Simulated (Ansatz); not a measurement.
# Be3N2 (R3m): band gap by G0W0 on LDA, part 2 of 2

How far does one-shot GW move the LDA gap of Be3N2 (R3m)?

Ansatz 0.2.0; LDA, then G0W0 on it, plane waves, PAW. Known limits of the many-body steps: finite bands, screening cutoff and k mesh; no spin-orbit coupling in G0W0.

So far. Step 2 (The LDA band structure): Over mesh and path the gap is 2.703 eV, from k = Γ to k = (-0.500, 0.000, -0.500). The least direct gap found is 3.766 eV, at k = (-0.500, 0.000, -0.500). The pressure in this cell is -8 GPa; the cell is kept.

In doubt: masses and optical values from hybrid runs of this build are listed as unsure (in some of the runs), which bears on the screening that GW takes from such a start.

**3. G0W0 on the 8×8×8 mesh**

G0W0 replaces the xc potential by a self-energy built once from the orbitals of the start. Levels are corrected in the window of bands that the input names, at points of the mesh.

This step: G0W0 on LDA, plane waves, PAW; PAW set soft_1.

input.yaml reads:

```yaml
crystal:
  lattice:
    - [1.4198050555, 0.819724831, 4.8662156628]
    - [-1.4198050555, 0.819724831, 4.8662156628]
    - [0.0, -1.639449662, 4.8662156628]
  atoms:
    - { symbol: Be, position: [0.85900108, 0.85900108, 0.85900108] }
    - { symbol: Be, position: [0.31769456, 0.31769456, 0.31769456] }
    - { symbol: Be, position: [0.08880677, 0.08880677, 0.08880677] }
    - { symbol: "N", position: [0.20416268, 0.20416268, 0.20416268] }
    - { symbol: "N", position: [0.70843491, 0.70843491, 0.70843491] }
kpoints:
  mp_grid: { grid: [8, 8, 8] }
hamiltonian:
  xc: lda
  pseudopotentials: { kind: paw, azcp: { folder: soft_1 }, xc_functional: pbe }
scf:
  occupations: { method: fixed }
gw:
  n_empty_bands: 269
  ecut_chi: 230.0
  qp_bands: [v2, c2]
  qp_kpoints: band_edges
  screening: { model: contour_deformation }
```

On the command line:

```
$ ansatz run input.yaml --threads 2 --pin off --max-ram 73728MiB --backend cuda --events-out ev --progress --plain --runs-dir out --devices 1 --max-vram 13GiB
```

Numbers of over 12 decimals in the logs are rounded to 6 here.

Output:

```text
GPUs: using 1 of 1 available (devices: 1).
[...]
GPU FFT provider: cuFFT
GPU libraries: cuBLAS 13.8.2, cuFFT 12.4.0, cuSOLVER 12.3.4
Crystal: 5 atoms, lattice volume = 33.981 Å³
Basis set: ecut = 420 eV, 671 PW (Γ)
Bands: 13, of which v1, the nominal top of the filled ones, is band 8 counted from 1 (7 counted from 0)
Symmetry: 6 space group operations
[...]
k-points: 65 of 512 (time reversal used)
[...]
GPU buffer pool allocated for 46656 grid points (all kernels)
[...]
SCF iter   1: F=—  HF=-1020.105092 eV  |F-HF|=—  |Δ(HF+E_count)|=         —  Δρ=1.20e-1  dr2=5.70e0  ethr=3.10e-3  ⟨swp⟩=5.2  Hψ=4572  notcnv=0  defer=186
[...]
SCF iter   9: F=-1018.274541 eV  HF=-1018.274541 eV  |F-HF|=4.97e-11  |Δ(HF+E_count)|=   5.21e-8  Δρ=3.13e-6  dr2=1.50e-9  ethr=6.25e-10  ⟨swp⟩=7.1  Hψ=3564  notcnv=0
SCF 1 converged in 9 iterations: F = -1018.274541 eV  dr2 = 1.50e-9
[...]
NSCF: frozen V_eff on 65 k-points, pencils in batches of 32, up to order 52
the band table was solved once the SCF had ended and its energy, with any forces and stress, was formed, with the checks that follow a solve (5015 applications of the Hamiltonian). They found nothing against the state; the energy, forces and stress were not computed again (output.eigenvalues in the input reference)
[...]
NSCF: frozen V_eff on 65 k-points
G₀W₀ screening: q 1/65
[... further progress lines ...]
[...]
SCF converged after 9 iterations
Free energy (F): -1018.274541 eV
[...]
Internal energy: -1018.274541 eV  (E = F + TS)
E sigma→0 (E₀):  -1018.274541 eV
Fermi energy:    7.718131 eV
[...]
--- Band table (eV; the first three rows and the last of 65) ---
  k-point 0: bands = [... 4 lower, 6.5144, 7.2654, 7.7181, 7.7181, 13.8227, 15.4859, 15.8758, 15.8758, ... 1 higher]
  k-point 1: bands = [... 4 lower, 6.1750, 6.7336, 7.1579, 7.3228, 14.3544, 15.3978, 16.2984, 16.5791, ... 1 higher]
  k-point 2: bands = [... 4 lower, 4.8953, 5.4828, 6.5243, 6.6663, 14.4011, 15.1126, 17.2225, 17.8423, ... 1 higher]
  k-point 64: bands = [... 4 lower, 6.7338, 6.7338, 7.3745, 7.3745, 14.6998, 16.5010, 16.6382, 16.6382, ... 1 higher]
--- G₀W₀: contour deformation, 7 samples at zero and on the imaginary axis and 2 off it, 512 q-points, 269 empty bands' worth ---
  eigenvalues of the whole cell's RPA ε∞ on this k-mesh (on a slab, of 1 + 4πα/V) = 4.3785, 4.3785, 4.8690; static W/v taken at q = 0 is 0.227419
  gw.qp_kpoints: band_edges: 24 of 65 stored k-points solved, in 1 pass; an edge of the gap read off the rows below is read off those points alone
    valence top: of the k-points left out ik 60 came nearest to being solved in a further pass, in band 8 (counted from 1, as in the quasiparticle table): it holds the edge there only if its correction is more favourable than any solved in that band by at least 0.533 eV; those differ by 0.199 eV
    conduction bottom: of the k-points left out ik 40 came nearest to being solved in a further pass, in band 9 (counted from 1, as in the quasiparticle table): it holds the edge there only if its correction is more favourable than any solved in that band by at least 0.864 eV; those differ by 0.277 eV
    ik  band        ε_KS         Σx   Σc(E_QP)       V_xc       Z   E_QP_lin       E_QP  E_QP is
     0     7      7.7181   -22.1252     2.7577   -18.4144  0.7946     6.7585     6.7651  root
     0     8      7.7181   -22.1252     2.7577   -18.4144  0.7946     6.7585     6.7651  root
     0     9     13.8227    -9.6579    -4.9580   -15.3447  0.8098    14.5555    14.5516  root
     0    10     15.4859    -7.6129    -5.1512   -13.7984  0.8204    16.5282    16.5203  root
     1     7      7.1579   -21.5590     2.6704   -17.9727  0.7919     6.2359     6.2421  root
     1     8      7.3228   -21.8476     2.8545   -18.0074  0.7936     6.3296     6.3370  root
     1     9     14.3544    -9.5350    -5.0281   -15.3686  0.8071    15.1649    15.1599  root
     1    10     15.3978    -6.5783    -5.1308   -12.8198  0.8226    16.5180    16.5085  root
     4     7      4.7030   -20.6775     3.1560   -16.5162  0.7845     3.6879     3.6977  root
     4     8      5.6178   -21.3101     3.3764   -16.8076  0.7847     4.4788     4.4918  root
     4     9     13.1647    -7.3669    -4.6686   -12.8683  0.8234    14.0023    13.9976  root
     4    10     14.2580    -7.3378    -4.9096   -13.1920  0.8165    15.2100    15.2027  root
     5     7      7.2376   -21.6698     2.7137   -18.0230  0.7922     6.2980     6.3045  root
     5     8      7.4718   -21.9791     2.8057   -18.2073  0.7939     6.4988     6.5057  root
     5     9     14.3521    -9.3718    -5.0529   -15.2443  0.8078    15.1771    15.1718  root
     5    10     15.3807    -6.8355    -5.1204   -13.0296  0.8207    16.4635    16.4544  root
    11     7      6.4173   -21.2609     2.9882   -17.2471  0.7902     5.3827     5.3917  root
    11     8      7.2869   -21.7791     2.7209   -18.1316  0.7924     6.3539     6.3602  root
    11     9     15.0125    -8.9809    -5.1968   -15.0713  0.8025    15.9134    15.9061  root
    11    10     15.2395    -7.8635    -5.1489   -14.0594  0.8116    16.2957    16.2865  root
    12     7      6.9423   -21.4623     2.7506   -17.7706  0.7913     5.9943     6.0012  root
    12     8      6.9601   -21.7833     2.9271   -17.8596  0.7921     5.9557     5.9636  root
    12     9     13.6540    -7.6966    -4.8278   -13.4238  0.8189    14.5593    14.5534  root
    12    10     15.4109    -8.0151    -5.1298   -14.0473  0.8132    16.3200    16.3133  root
    17     7      6.5323   -21.7070     3.0442   -17.6391  0.7901     5.4998     5.5086  root
    17     8      6.7083   -21.3139     2.7889   -17.5776  0.7902     5.7539     5.7610  root
    17     9     11.6110    -7.4364    -4.2983   -12.4962  0.8296    12.3758    12.3725  root
    17    10     15.5371    -6.5299    -5.0435   -12.5414  0.8250    16.5123    16.5051  root
    20     7      6.3736   -21.6953     3.0904   -17.5708  0.7893     5.3303     5.3395  root
    20     8      6.6551   -21.2897     2.8078   -17.5374  0.7894     5.7036     5.7107  root
    20     9     10.4209    -6.8145    -4.1083   -11.6217  0.8370    11.1223    11.1198  root
    20    10     15.3094    -6.0413    -4.9653   -11.9761  0.8301    16.2856    16.2789  root
    21     7      7.6750   -22.0908     2.7710   -18.3623  0.7945     6.7108     6.7175  root
    21     8      7.6750   -22.0908     2.7710   -18.3623  0.7945     6.7108     6.7175  root
    21     9     14.0213    -9.8029    -5.0263   -15.5926  0.8071    14.7892    14.7847  root
    21    10     15.5820    -7.7453    -5.1524   -13.9232  0.8190    16.6155    16.6076  root
    23     7      6.2537   -21.0987     2.9088   -17.1950  0.7885     5.2503     5.2588  root
    23     8      6.3968   -21.4966     3.1672   -17.2502  0.7893     5.3070     5.3175  root
    23     9     14.1949    -7.7527    -5.0005   -13.6586  0.8134    15.1070    15.1003  root
    23    10     14.9841    -7.3344    -5.0649   -13.4243  0.8182    16.0173    16.0090  root
[...]
59     7      7.4364   -21.9447     2.8757   -18.0752  0.7937     6.4351     6.4427  root
    59     8      7.4364   -21.9447     2.8757   -18.0752  0.7937     6.4351     6.4427  root
    59     9     14.6256    -9.4438    -5.3043   -15.6447  0.8036    15.5290    15.5223  root
    59    10     16.2893    -8.8050    -5.4273   -15.2202  0.7990    17.2865    17.2772  root
    62     7      6.9144   -21.8119     3.0280   -17.7201  0.7912     5.8412     5.8506  root
    62     8      7.3306   -21.9671     2.8650   -18.1222  0.7931     6.3434     6.3508  root
    62     9     14.7546    -8.6444    -5.3183   -14.9385  0.8044    15.7388    15.7304  root
    62    10     16.0000    -7.8532    -5.3721   -14.2789  0.8046    17.0640    17.0536  root
    64     7      7.3745   -21.9219     2.9177   -17.9960  0.7934     6.3583     6.3663  root
    64     8      7.3745   -21.9219     2.9177   -17.9960  0.7934     6.3583     6.3663  root
    64     9     14.6998    -9.3031    -5.3345   -15.5510  0.8040    15.6201    15.6131  root
    64    10     16.5010    -9.0270    -5.5897   -15.5946  0.7903    17.4884    17.4789  root
```

Run time: 2.1 min. Hardware: 1 × NVIDIA H100 80GB HBM3 (shared by 6 runs) with 2 threads of AMD EPYC 7R13 (Zen 3), shared host; peak memory 2.1 GiB.

Numbers from this step:

```yaml
bands_summed: 277
rpa_eps_infinity_on_this_mesh_eigenvalues: 4.379, 4.379, 4.869
plane_waves_in_the_screening_matrix: 271
q_points_in_the_mesh: 512
g0w0_gap_over_the_corrected_points: 4.355 eV
k_of_the_valence_top: 0, 0, 0
k_of_the_conduction_bottom: 0, -0.5, -0.5
starting_gap_on_the_mesh: 2.703 eV
z_at_the_valence_top: 0.7946
z_at_the_conduction_bottom: 0.8370
least_direct_g0w0_gap_over_the_corrected_points: 5.409 eV
```

Over 24 of 65 irreducible mesh points the G0W0 gap is 4.355 eV, from k = Γ to k = (0.000, -0.500, -0.500). The LDA gap of this run on the mesh is 2.703 eV. The two states that bound the G0W0 gap lie that far apart at the start, so the correction of the gap is 4.355 − 2.703 = +1.652 eV. The start of this run differs from the step before in mesh (10×10×10 and 8×8×8).

Labels follow the order of the start: v1 is the top filled band, c1 the lowest empty one; levels that stay degenerate share a row, the window can cut a multiplet, doubted levels are not marked in this list, bands outside the window were not corrected, and the list may be a part of the corrected levels. The levels before and after the correction (eV, zero at the valence-band top of each column):

```
           conduction bottom  valence top
Kohn-Sham               2.70         0.00
     G0W0               4.35         0.00
```

```
                      level  occupation  energy (eV)
Kohn-Sham           Γ v2-v1           2        0.000
Kohn-Sham              Γ c1           0        6.105
Kohn-Sham              Γ c2           0        7.768
Kohn-Sham  (0 -0.5 -0.5) v2           2       -1.345
Kohn-Sham  (0 -0.5 -0.5) v1           2       -1.063
Kohn-Sham  (0 -0.5 -0.5) c1           0        2.703
Kohn-Sham  (0 -0.5 -0.5) c2           0        7.591
     G0W0           Γ v2-v1           2        0.000
     G0W0              Γ c1           0        7.787
     G0W0              Γ c2           0        9.755
     G0W0  (0 -0.5 -0.5) v2           2       -1.426
     G0W0  (0 -0.5 -0.5) v1           2       -1.054
     G0W0  (0 -0.5 -0.5) c1           0        4.355
     G0W0  (0 -0.5 -0.5) c2           0        9.514
```

The parts of the quasiparticle energy for the two states that bound the G0W0 gap, in eV on the run's own scale (QP = start + Σx + Σc − Vxc, with Σc at the quasiparticle energy):

```
             edge                        k  band   start       Σx      Σc      Vxc      Z      QP
      valence top                        Γ     7   7.718  −22.125   2.758  −18.414  0.795   6.765
conduction bottom  (0.000, -0.500, -0.500)     9  10.421   −6.814  −4.108  −11.622  0.837  11.120
```

**4. Side by side**

Each gap is the least one over the points named; times are wall times on shared hosts, not benchmarks. A G0W0 time includes the run's own self-consistent start. Rows marked * are further runs, not shown as steps, whose inputs differ from the G0W0 step on the same start in the columns given; solver thresholds can differ too. Symmetry makes (-0.500, 0.000, -0.500) and (0.000, -0.500, -0.500) one point.

```csv
level,mesh,"files, cutoff","bands summed, screening",points,gap (eV),valence top,conduction bottom,least direct gap (eV),time
LDA,10×10×10,"soft_1 PAW, 420 eV",-,mesh and path,2.703,Γ,"(-0.500, 0.000, -0.500)",3.766,8.5 s
G0W0@LDA*,8×8×8,"soft_1 PAW, 420 eV","52, 69 eV",24 of 65 irreducible mesh points,3.863,Γ,"(0.000, -0.500, -0.500)",5.013,47 s
G0W0@LDA*,8×8×8,"soft_1 PAW, 420 eV","133, 138 eV",24 of 65 irreducible mesh points,4.183,Γ,"(0.000, -0.500, -0.500)",5.271,52 s
G0W0@LDA,8×8×8,"soft_1 PAW, 420 eV","277, 230 eV",24 of 65 irreducible mesh points,4.355,Γ,"(0.000, -0.500, -0.500)",5.409,2.1 min
G0W0@LDA*,6×6×6,"soft_1 PAW, 420 eV","133, 138 eV",16 of 32 irreducible mesh points,4.184,Γ,"(0.000, -0.500, -0.500)",5.270,19 s
G0W0@LDA*,8×8×8,"soft_1 PAW, 420 eV","133, 138 eV, plasmon pole",24 of 65 irreducible mesh points,4.127,Γ,"(0.000, -0.500, -0.500)",5.225,1.7 min
```

**5. Outcome**

```yaml
lda_gap_over_mesh_and_path: 2.703 eV, from k = Γ to k = (-0.500, 0.000, -0.500)
g0w0_lda_gap_over_24_of_65_irreducible_mesh_points: 4.355 eV, from k = Γ to k = (0.000, -0.500, -0.500)
gw_settings: 8×8×8 mesh, 269 empty bands, screening to 230 eV, PAW set soft_1 files
known_limits: finite bands, screening cutoff and k mesh; no spin-orbit coupling in G0W0
```

**Reading.** Over 24 of 65 irreducible mesh points the G0W0 gap is 4.355 eV, from k = Γ to k = (0.000, -0.500, -0.500). The LDA gap of this run on the mesh is 2.703 eV. The two states that bound the G0W0 gap lie that far apart at the start, so the correction of the gap is 4.355 − 2.703 = +1.652 eV. The valence state moves by 6.765 − 7.718 = −0.953 eV and the conduction state by 11.120 − 10.421 = +0.699 eV, on the run's own scale; with 52 bands the edge states move by −0.153 and +1.007 eV, so the split between the edges depends on the bands and cutoff. Both edges that LDA shows over mesh and path lie at k points where levels were corrected. Levels at other points were not corrected, so a lower G0W0 gap elsewhere in the zone is not ruled out. From 52 bands and 69 eV to 277 bands and 230 eV the gap moves by 4.355 − 3.863 = +0.492 eV (rung by rung 3.863, 4.183, 4.355 eV); bands and screening cutoff rise together, so their parts are not told apart. A line in one over the bands through the two highest rungs gives 4.355 + (4.355 − 4.183) × 133 / (277 − 133) = 4.514 eV, and through the pair below 4.183 + (4.183 − 3.863) × 52 / (133 − 52) = 4.388 eV. The two differ by 0.126 eV, not under the 0.030 eV asked, so the law does not hold well over these rungs and the limit is not known. With the 6×6×6 mesh in place of the 8×8×8 mesh and all else as in the G0W0@LDA row with 133 bands, the gap differs by 4.184 − 4.183 = +0.001 eV, and that of the start by 2.702 − 2.703 = −0.001 eV. With the plasmon pole model in place of the contour deformation model and all else as in the G0W0@LDA row with 133 bands, the gap differs by 4.127 − 4.183 = −0.056 eV. G0W0 on other starts in this series, not shown as steps and not all at these settings: 4.691 eV on HSE06 (8×8×8, soft_1 PAW, 133 bands, 138 eV) and 4.867 eV on PBE0 (8×8×8, soft_1 PAW, 133 bands, 138 eV). The G0W0 runs are scalar-relativistic. G0W0@LDA runs of this series with other atomic data on the same mesh, not shown as steps, give 4.161 eV (hard PAW, 960 eV, 136 bands, screening to 138 eV; the table's row with the same empty bands and screening cutoff has 4.183 eV); where bands and cutoffs differ too, the part of the files is not isolated.

[Paths, hosts, dates, memory and timing lines, banners, echoed tables and standing remarks are left out of the program output.]

[Logs are printed without paths, hosts, clocks, repeated set-up lines and the standing remarks that a program may print on its own settings, such as how far it seeks lower states.]

[Runs of the session that timed out or met a known fault of the program may be left out.]

[Cells called generated may have been cut or substituted from an entry of the Crystallography Open Database or the Materials Project.]

[Hosts, paths, dates, database ids (printed as entryN), source tags and the programs' standing remarks are cut or masked in the printed files.]

[Where an RPA ε∞ is given, it is that of the G0W0 mesh and is not shown converged in it. Names of k-points follow the symmetry that the program found, which can be lower than the space group named. Band edges on a path are those of the sampled points; other points can move an edge, and change direct to indirect where valleys lie close.]

[Hybrid gaps are those of their k-mesh and are not shown converged in it.]
